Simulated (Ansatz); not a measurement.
**ScBiO3 (C2/c): the LDA gap against the k mesh of the density**

How far can the k mesh of the density be lowered for the gap of ScBiO3 (C2/c)?

Main program and level: Ansatz 0.2.0; DFT, LDA, plane waves, PAW; PAW set soft_1.

**1. The structure**

The structure is monoclinic, space group C2/c (No. 15). The conventional cell has a = 9.981 Å, b = 5.894 Å, c = 10.143 Å, α = 90.00°, β = 108.92°, γ = 90.00°. Sc has 6 O at 2.10 to 2.16 Å nearest. Nearest to Sc lie 6 O at 2.08 to 2.19 Å. Bi has 4 O at 2.17 to 2.58 Å nearest. O has 2 Sc at 2.10 to 2.19 Å and 1 Bi at 2.17 Å nearest. Nearest to O lie 2 Sc at 2.14 Å and 2 Bi at 2.20 to 2.58 Å. O has 2 Sc at 2.08 to 2.16 Å and 1 Bi at 2.20 Å nearest. Farther neighbours and most contacts between anions are not listed.

The cell is the Materials Project's (PBE, PBE+U or r2SCAN) relaxed one; the ions were relaxed with LDA. Spin-orbit coupling is left out unless a step names it.

**2. k mesh of the density: 2×2×1**

Contents of input.yaml:

```yaml
crystal:
  lattice:
    - [4.990429, -2.946812, 0.0]
    - [4.990429, 2.946812, 0.0]
    - [-3.288007, 0.0, 9.594851]
  atoms:
    - { symbol: Sc, position: [0.5, 0.0, 0.0] }
    - { symbol: Sc, position: [0.7467744295, 0.2532255705, 0.75] }
    - { symbol: Sc, position: [0.0, 0.5, 0.5] }
    - { symbol: Sc, position: [0.2532255705, 0.7467744295, 0.25] }
    - { symbol: Bi, position: [0.3068079702, 0.9668261159, 0.6377382856] }
    - { symbol: Bi, position: [0.9668261159, 0.3068079702, 0.1377382856] }
    - { symbol: Bi, position: [0.6931920298, 0.0331738841, 0.3622617144] }
    - { symbol: Bi, position: [0.0331738841, 0.6931920298, 0.8622617144] }
    - { symbol: O, position: [0.1733092497, 0.1188896856, 0.8377623058] }
    - { symbol: O, position: [0.7310255316, 0.1042719339, 0.9161184122] }
    - { symbol: O, position: [0.6309143319, 0.687847841, 0.3621311594] }
    - { symbol: O, position: [0.8811103144, 0.8266907503, 0.6622376942] }
    - { symbol: O, position: [0.312152159, 0.3690856681, 0.1378688406] }
    - { symbol: O, position: [0.3690856681, 0.312152159, 0.6378688406] }
    - { symbol: O, position: [0.1042719339, 0.7310255316, 0.4161184122] }
    - { symbol: O, position: [0.8957280661, 0.2689744684, 0.5838815878] }
    - { symbol: O, position: [0.8266907503, 0.8811103144, 0.1622376942] }
    - { symbol: O, position: [0.687847841, 0.6309143319, 0.8621311594] }
    - { symbol: O, position: [0.2689744684, 0.8957280661, 0.0838815878] }
    - { symbol: O, position: [0.1188896856, 0.1733092497, 0.3377623058] }
kpoints:
  mp_grid: { grid: [2, 2, 1] }
  band_path:
    path:
      - [0.0, 0.0, 0.0]
      - [-0.34740707, 0.34740707, 0.0]
      - [-0.65259293, -0.34740707, 0.0]
      - [-0.5, -0.5, 0.0]
      - [-0.5, -0.5, 0.5]
      - [-0.68366665, -0.31633335, 0.5]
      - [-0.31633335, 0.31633335, 0.5]
      - [0.0, 0.0, 0.5]
      - [-0.5, 0.0, 0.5]
      - [-0.530518586, -0.469481414, 0.0]
    npoints: 1
hamiltonian:
  xc: lda
  pseudopotentials: { kind: paw, azcp: { folder: soft_1 }, xc_functional: pbe }
scf:
  occupations: { method: fixed }
  n_extra_bands: 10
output:
  eigenvalues: true
  forces: true
  stress: true
```

Started as:

```sh
$ ansatz run input.yaml --threads 24 --pin off --max-ram 82944MiB --backend cuda --events-out ev --progress --plain --runs-dir out --devices 1 --max-vram 78GiB
```

Numbers of over 12 decimals in the logs are rounded to 6 here.

What it wrote:

```text
scf.n_extra_bands = 10 over 88 filled bands (N_el = 176.0): the run solves 98 bands
GPUs: using 1 of 1 available (devices: 1).
Engine: ansatz 0.2.0, aarch64-unknown-linux-gnu
Pseudopotentials: kind: paw
Pseudopotential: Sc, paw, valence charge 11, recommended cutoff 420 eV (normal), soft_1/Sc.paw.azcp
Pseudopotential: Bi, paw, valence charge 15, recommended cutoff 420 eV (normal), soft_1/Bi.paw.azcp
Pseudopotential: O, paw, valence charge 6, recommended cutoff 420 eV (normal), soft_1/O.paw.azcp
Functional definition: SPW92
  exchange = slater_x
  correlation = pw_c
device memory: the entry about to start is reckoned to put 5.9 GiB on a device that reports 168.4 GiB free (of which the cap on the GPU budget leaves the run 78.0 GiB)
GPU FFT provider: cuFFT
GPU libraries: cuBLAS 13.8.1, cuFFT 12.4.0, cuSOLVER 12.3.2
GPU matrix products: emulated (plane waves: as basis.precision tells), large ones in fixed point in workspaces of 1.00 GiB
Crystal: 20 atoms, lattice volume = 282.201 Å³
Basis set: ecut = 420 eV, 5505 PW (Γ)
Bands: 98, of which v1, the nominal top of the filled ones, is band 88 counted from 1 (87 counted from 0)
Symmetry: 4 space group operations
Space group: C2/c (ITA 15), of the structure as read, at distance tolerance 6.6e-5 Å
k-points: 3 of 4
Non-local potential: Sc, projectors of the file, l = 0: 3, l = 1: 2, l = 2: 3, l = 3: 1
Non-local potential: Bi, projectors of the file, l = 0: 2, l = 1: 2, l = 2: 2, l = 3: 1
Non-local potential: O, projectors of the file, l = 0: 2, l = 1: 2, l = 2: 1
PAW form: soft (Blöchl's): semilocal exchange-correlation on the pseudo side does not see the compensation charge
PAW frozen core: Sc, regenerated for the run's functional, and the local potential with it (the file was generated under x = pbe(κ = 0.804, μ = 0.219515), c = pbe(β = 0.066725))
PAW frozen core: Bi, regenerated for the run's functional, and the local potential with it (the file was generated under x = pbe(κ = 0.804, μ = 0.219515), c = pbe(β = 0.066725))
PAW frozen core: O, regenerated for the run's functional, and the local potential with it (the file was generated under x = pbe(κ = 0.804, μ = 0.219515), c = pbe(β = 0.066725))
PAW one-centre angular grid: Sc, 590 points (default); XC on 64 Gauss nodes
PAW one-centre angular grid: Bi, 590 points (default); XC on 64 Gauss nodes
PAW one-centre angular grid: O, 110 points (default); XC on 64 Gauss nodes
Initial density: superposition of atomic densities (chi_scale 0.1, normalization cell, long waves kept (reshape's long-wave potential 0.01 eV rms))
Initial wavefunctions: pseudopotential atomic-orbital guess
GPU buffer pool allocated for 115200 grid points (all kernels)
GPU transforms: local potential and band sums: pruned to the plane-wave sphere, on 40×40×72
Functional: x = slater, c = lda
SCF iter   1: F=—  HF=-63391.714838 eV  |F-HF|=—  |Δ(HF+E_count)|=         —  Δρ=5.23e-2  dr2=1.14e1  ethr=3.10e-3  ⟨swp⟩=3.3  Hψ=1049  notcnv=0  defer=10
preconditioner: auto → Resta (q_TF=auto, 2.522 Å⁻¹)  ε∞=4.2  [insulator: Δε(μ)=2.811 eV  Ē_g=16.071 eV  n_scr=76 (ndim 8)  ℏωp=28.7 eV  f_vac=0.000  ε∞_Penn≈4.2]
SCF iter   2: F=—  HF=-63389.075379 eV  |F-HF|=—  |Δ(HF+E_count)|=    2.64e0  Δρ=2.73e-2  dr2=2.74e0  ethr=3.10e-3  ⟨swp⟩=3.0  Hψ=629  notcnv=0  defer=19
SCF iter   3: F=—  HF=-63388.546295 eV  |F-HF|=—  |Δ(HF+E_count)|=   5.29e-1  Δρ=1.76e-2  dr2=6.49e-1  ethr=1.56e-3  ⟨swp⟩=3.0  Hψ=451  notcnv=0  defer=21
SCF iter   4: F=—  HF=-63388.404760 eV  |F-HF|=—  |Δ(HF+E_count)|=   1.42e-1  Δρ=4.26e-3  dr2=7.24e-2  ethr=3.69e-4  ⟨swp⟩=2.0  Hψ=507  notcnv=0  defer=22
SCF iter   5: F=—  HF=-63388.391886 eV  |F-HF|=—  |Δ(HF+E_count)|=   1.29e-2  Δρ=1.20e-3  dr2=5.27e-3  ethr=4.11e-5  ⟨swp⟩=2.7  Hψ=415  notcnv=0  defer=24
SCF iter   6: F=—  HF=-63388.393152 eV  |F-HF|=—  |Δ(HF+E_count)|=   1.27e-3  Δρ=1.30e-3  dr2=4.18e-3  ethr=2.99e-6  ⟨swp⟩=2.3  Hψ=435  notcnv=0  defer=24
SCF iter   7: F=—  HF=-63388.392687 eV  |F-HF|=—  |Δ(HF+E_count)|=   4.66e-4  Δρ=1.78e-4  dr2=1.03e-4  ethr=2.37e-6  ⟨swp⟩=2.0  Hψ=426  notcnv=0  defer=24
SCF iter   8: F=—  HF=-63388.391800 eV  |F-HF|=—  |Δ(HF+E_count)|=   8.87e-4  Δρ=4.03e-5  dr2=6.19e-6  ethr=5.86e-8  ⟨swp⟩=2.0  Hψ=396  notcnv=0  defer=20
SCF iter   9: F=—  HF=-63388.392387 eV  |F-HF|=—  |Δ(HF+E_count)|=   5.88e-4  Δρ=1.17e-5  dr2=5.32e-7  ethr=3.52e-9  ⟨swp⟩=2.0  Hψ=414  notcnv=0  defer=20
SCF iter  10: F=-63388.392387 eV  HF=-63388.392387 eV  |F-HF|=2.99e-8  |Δ(HF+E_count)|=   1.08e-9  Δρ=3.94e-6  dr2=5.93e-8  ethr=5.68e-11  ⟨swp⟩=14.0  Hψ=1550  notcnv=0
SCF 1 converged in 10 iterations: F = -63388.392387 eV  dr2 = 5.93e-8
[...]
device memory: the entry about to start is reckoned to put 11.1 GiB on a device that reports 168.2 GiB free (of which the cap on the GPU budget leaves the run 78.0 GiB)
NSCF: frozen V_eff on 10 k-points
SCF converged after 10 iterations
Free energy (F): -63388.392387 eV
Harris-Foulkes:  -63388.392387 eV  (|F-HF|=2.99e-8)
Internal energy: -63388.392387 eV  (E = F + TS)
E sigma→0 (E₀):  -63388.392387 eV
Fermi energy:    8.471640 eV
--- Per-component energies (eV) ---
  E_band       = -959.122995
  E_kinetic    = 3845.357722
  E_local      = -12061.381653  (includes V_loc(G=0)·N_el)
  E_nonlocal   = 2876.576152
  E_hartree    = 4404.603810
  E_xc         = -1796.647071
  E_vxc        = -2043.972416  (∫ρ·V_xc dr)
  E_paw        = -46988.894642  (= ΣΔE_a)
  E_vpaw       = -2384.917251  (= ΣTr[D̂ρ^β])
  E_aug_tail   = 0.010243  (compensation charges beyond the density's cutoff)
  E_ewald      = -13670.380415
  E_core_change = 2.363466  (= ΣΔE_core)
  E_smearing   = -0.000000  (= −TS)
  E_closure    = 0.000000  (closes the sum)
  Σ components = -63388.392387   (vs F -63388.392387, Δ=0.00e0)
--- Forces (eV/Å), atoms counted from 1 ---
  atom   1  Sc     0.00000000    -0.00000000     0.00000000
  atom   2  Sc     0.00000000    -0.01053851     0.00000000
  atom   3  Sc     0.00000000     0.00000000     0.00000000
  atom   4  Sc     0.00000000     0.01053851     0.00000000
  atom   5  Bi     0.03566277     0.04849613     0.01817348
  atom   6  Bi     0.03566277    -0.04849613     0.01817348
  atom   7  Bi    -0.03566277    -0.04849613    -0.01817348
  atom   8  Bi    -0.03566277     0.04849613    -0.01817348
  atom   9  O      0.02188740    -0.05725547    -0.03580637
  atom  10  O      0.02081657     0.01091203     0.04051481
  atom  11  O      0.03007659     0.02339404    -0.00868524
  atom  12  O     -0.02188740    -0.05725547     0.03580637
  atom  13  O     -0.03007659     0.02339404     0.00868524
  atom  14  O     -0.03007659    -0.02339404     0.00868524
  atom  15  O      0.02081657    -0.01091203     0.04051481
  atom  16  O     -0.02081657     0.01091203    -0.04051481
  atom  17  O     -0.02188740     0.05725547     0.03580637
  atom  18  O      0.03007659    -0.02339404    -0.00868524
  atom  19  O     -0.02081657    -0.01091203    -0.04051481
  atom  20  O      0.02188740     0.05725547    -0.03580637
  max |Σ_I F_I| component: 1.39e-17 eV/Å
--- Stress (GPa, compression-positive) ---
       -7.074194       0.000000      -0.103978
        0.000000      -5.958153       0.000000
       -0.103978       0.000000      -7.878754
  P = ⅓ Tr σ = -6.9704 GPa (-69.704 kbar)
--- Band table (eV) ---
  k-point 0: bands = [... 84 lower, 8.1255, 8.1433, 8.1708, 8.2021, 12.0140, 12.2782, 12.6310, 12.7094, ... 6 higher]
  k-point 1: bands = [... 84 lower, 8.0613, 8.1401, 8.3663, 8.4716, 11.9024, 12.1516, 12.5496, 12.6198, ... 6 higher]
  k-point 2: bands = [... 84 lower, 7.9803, 8.2183, 8.2455, 8.3489, 11.3386, 11.9994, 12.0057, 12.7614, ... 6 higher]
```

The job ended after 1.1 s (1 × NVIDIA GB200 (shared by 2 runs) with 24 threads of Arm Neoverse V2, shared host; peak memory 1.1 GiB).

The column dr2 measures how far the density is from self-consistency, as an energy; F and HF (Harris–Foulkes) agree once it is small.

This step gave:

```yaml
pressure: -6.970 GPa
gap: 2.823 eV
valence_top_at: k = (-0.500, 0.000, 0.500)
conduction_bottom_at: Y_2
least_direct_gap: 2.981 eV
```

The gap is indirect, with the least direct gap 0.16 eV higher.

**3. k mesh of the density: 2×2×2**

input.yaml, as its differences from that of step 2:

```diff
@@ -27,3 +27,3 @@
 kpoints:
-  mp_grid: { grid: [2, 2, 1] }
+  mp_grid: { grid: [2, 2, 2] }
   band_path:
```

What it wrote:

```text
[...]
GPUs: using 1 of 1 available (devices: 1).
[...]
Crystal: 20 atoms, lattice volume = 282.201 Å³
Basis set: ecut = 420 eV, 5505 PW (Γ)
Bands: 98, of which v1, the nominal top of the filled ones, is band 88 counted from 1 (87 counted from 0)
Symmetry: 4 space group operations
[...]
k-points: 6 of 8
[...]
atom  19  O     -0.01694437     0.00619855    -0.03422493
  atom  20  O     -0.00253997     0.02717128    -0.03971900
  max |Σ_I F_I| component: 1.39e-17 eV/Å
--- Stress (GPa, compression-positive) ---
       -7.047990       0.000000      -0.027631
        0.000000      -5.951132       0.000000
       -0.027631       0.000000      -8.172124
  P = ⅓ Tr σ = -7.0571 GPa (-70.571 kbar)
--- Band table (eV; the first three rows and the last of 6) ---
[...]
[key lines of the parts left out:]
SCF converged after 11 iterations
Free energy (F): -63388.412476 eV
Fermi energy:    8.514803 eV
```

Run time: 1.2 s. Hardware: 1 × NVIDIA GB200 (shared by 2 runs) with 24 threads; peak memory 1.1 GiB.

This step gave:

| Item | Value |
| --- | --- |
| pressure | -7.057 GPa |
| gap | 2.824 eV |
| valence top at | k = (-0.500, 0.000, 0.500) |
| conduction bottom at | Y_2 |
| least direct gap | 2.980 eV |

The gap is 2.824 eV, +0.001 eV from the run before at this level.

**4. k mesh of the density: 6×6×4 (the default)**

input.yaml, as its differences from that of step 3:

```diff
@@ -27,16 +27,10 @@
 kpoints:
-  mp_grid: { grid: [2, 2, 2] }
+  mp_grid: { grid: [6, 6, 4] }
   band_path:
     path:
-      - [0.0, 0.0, 0.0]
-      - [-0.34740707, 0.34740707, 0.0]
-      - [-0.65259293, -0.34740707, 0.0]
-      - [-0.5, -0.5, 0.0]
-      - [-0.5, -0.5, 0.5]
-      - [-0.68366665, -0.31633335, 0.5]
-      - [-0.31633335, 0.31633335, 0.5]
-      - [0.0, 0.0, 0.5]
-      - [-0.5, 0.0, 0.5]
-      - [-0.530518586, -0.469481414, 0.0]
-    npoints: 1
+      - [[0.0, 0.0, 0.0], [-0.34740707, 0.34740707, 0.0]]
+      - [[-0.65259293, -0.34740707, 0.0], [-0.5, -0.5, 0.0], [0.0, 0.0, 0.0], [-0.5, -0.5, 0.5], [-0.68366665, -0.31633335, 0.5]]
+      - [[-0.31633335, 0.31633335, 0.5], [0.0, 0.0, 0.5], [0.0, 0.0, 0.0]]
+      - [[-0.5, 0.0, 0.5], [0.0, 0.0, 0.0], [-0.5, 0.0, 0.0]]
+    npoints: 10
 hamiltonian:
@@ -45,3 +39,3 @@
 scf:
-  occupations: { method: fixed }
+  occupations: { method: fermi_dirac, width: 0.02 }
   n_extra_bands: 10
```

What it wrote:

```text
[...]
GPUs: using 1 of 1 available (devices: 1).
[...]
Crystal: 20 atoms, lattice volume = 282.201 Å³
Basis set: ecut = 420 eV, 5505 PW (Γ)
Bands: 98, of which v1, the nominal top of the filled ones, is band 88 counted from 1 (87 counted from 0)
Symmetry: 4 space group operations
[...]
k-points: 47 of 144
[...]
atom  19  O     -0.00173465    -0.00055743     0.00093151
  atom  20  O     -0.00210867    -0.00169231     0.00206621
  max |Σ_I F_I| component: 0.00e0 eV/Å
--- Stress (GPa, compression-positive) ---
       -7.538204       0.000000      -0.016541
        0.000000      -6.404188       0.000000
       -0.016541       0.000000      -7.907083
  P = ⅓ Tr σ = -7.2832 GPa (-72.832 kbar)
--- Band table (eV; the first three rows and the last of 47) ---
[...]
[key lines of the parts left out:]
SCF converged after 11 iterations
Free energy (F): -63388.594855 eV
Fermi energy:    9.934302 eV
```

Wall time 3 s (1 × NVIDIA GB200 (shared by 2 runs) with 24 threads); peak memory 1.1 GiB; 20 s of CPU time.

This step gave:

| Property | Result |
| --- | --- |
| pressure | -7.283 GPa |
| gap | 2.832 eV |
| valence top at | L_2 |
| conduction bottom at | Y_2 |
| least direct gap | 2.990 eV |

The gap is 2.832 eV, +0.007 eV from the run before at this level.

**5. k mesh of the density: 8×8×4**

input.yaml, as its differences from that of step 4:

```diff
@@ -27,10 +27,16 @@
 kpoints:
-  mp_grid: { grid: [6, 6, 4] }
+  mp_grid: { grid: [8, 8, 4] }
   band_path:
     path:
-      - [[0.0, 0.0, 0.0], [-0.34740707, 0.34740707, 0.0]]
-      - [[-0.65259293, -0.34740707, 0.0], [-0.5, -0.5, 0.0], [0.0, 0.0, 0.0], [-0.5, -0.5, 0.5], [-0.68366665, -0.31633335, 0.5]]
-      - [[-0.31633335, 0.31633335, 0.5], [0.0, 0.0, 0.5], [0.0, 0.0, 0.0]]
-      - [[-0.5, 0.0, 0.5], [0.0, 0.0, 0.0], [-0.5, 0.0, 0.0]]
-    npoints: 10
+      - [0.0, 0.0, 0.0]
+      - [-0.34740707, 0.34740707, 0.0]
+      - [-0.65259293, -0.34740707, 0.0]
+      - [-0.5, -0.5, 0.0]
+      - [-0.5, -0.5, 0.5]
+      - [-0.68366665, -0.31633335, 0.5]
+      - [-0.31633335, 0.31633335, 0.5]
+      - [0.0, 0.0, 0.5]
+      - [-0.5, 0.0, 0.5]
+      - [-0.530518586, -0.469481414, 0.0]
+    npoints: 1
 hamiltonian:
@@ -39,3 +45,3 @@
 scf:
-  occupations: { method: fermi_dirac, width: 0.02 }
+  occupations: { method: fixed }
   n_extra_bands: 10
```

What it wrote:

```text
[...]
GPUs: using 1 of 1 available (devices: 1).
[...]
concurrent solve slots: 20 of 24 are kept, ahead of what memory takes: no pass of the eigensolver takes more rounds on 20
[...]
Crystal: 20 atoms, lattice volume = 282.201 Å³
Basis set: ecut = 420 eV, 5505 PW (Γ)
[...]
atom  19  O     -0.00176053    -0.00057530     0.00092300
  atom  20  O     -0.00212346    -0.00169922     0.00204593
  max |Σ_I F_I| component: 6.94e-18 eV/Å
--- Stress (GPa, compression-positive) ---
       -7.537949       0.000000      -0.016733
        0.000000      -6.404057       0.000000
       -0.016733       0.000000      -7.906961
  P = ⅓ Tr σ = -7.2830 GPa (-72.830 kbar)
--- Band table (eV; the first three rows and the last of 78) ---
[...]
[key lines of the parts left out:]
SCF converged after 11 iterations
Free energy (F): -63388.595139 eV
Fermi energy:    8.503620 eV
```

Elapsed: 3.4 s, on 1 × NVIDIA GB200 (shared by 2 runs) with 24 threads; peak memory 1.1 GiB.

Numbers from this step:

| Quantity | Value |
| --- | --- |
| pressure | -7.283 GPa |
| gap | 2.832 eV |
| valence top at | k = (-0.500, 0.000, 0.500) |
| conduction bottom at | Y_2 |
| least direct gap | 2.990 eV |

The gap is 2.832 eV, as in the run before at this level.

**6. The series**

Differences are against the last row; a negative gap means that bands overlap, and a run with a band path holds that path's time. Times are wall times on 1 × NVIDIA GB200 (shared by 2 runs) with 24 threads of Arm Neoverse V2, shared host, good to a factor of about two.

```
k mesh of the density  gap (eV)  direct gap (eV)  gap error (eV)  energy error (meV/atom)  irreducible k   time
                2×2×1     2.823            2.981          −0.008                    +10.1              3  1.1 s
                2×2×2     2.824            2.980          −0.007                     +9.1              6  1.2 s
                6×6×4     2.832            2.990          +0.000                     +0.0             47    3 s
                8×8×4     2.832            2.990          +0.000                     +0.0             78  3.4 s
```

**7. Outcome**

- 2×2×1: 2.823 eV
- 2×2×2: 2.824 eV
- 6×6×4: 2.832 eV
- 8×8×4: 2.832 eV

The gap holds to 0.02 eV from 2×2×1 on, the cheapest setting tried. At 2×2×1 the gap is off by −0.008 eV and the energy by +10 meV/atom. The gap is read over the mesh and added points near the edges, so meshes differ mainly through the density and, for a hybrid, the exchange operator.

[Paths, hosts, dates, memory and timing lines, banners, echoed tables and standing remarks are left out of the program output.]

[Logs are printed without paths, hosts, clocks, repeated set-up lines and the standing remarks that a program may print on its own settings, such as how far it seeks lower states.]

[Runs of the session that timed out or met a known fault of the program may be left out.]

[Cells called generated may have been cut or substituted from an entry of the Crystallography Open Database or the Materials Project.]

[Hosts, paths, dates, database ids (printed as entryN), source tags and the programs' standing remarks are cut or masked in the printed files.]
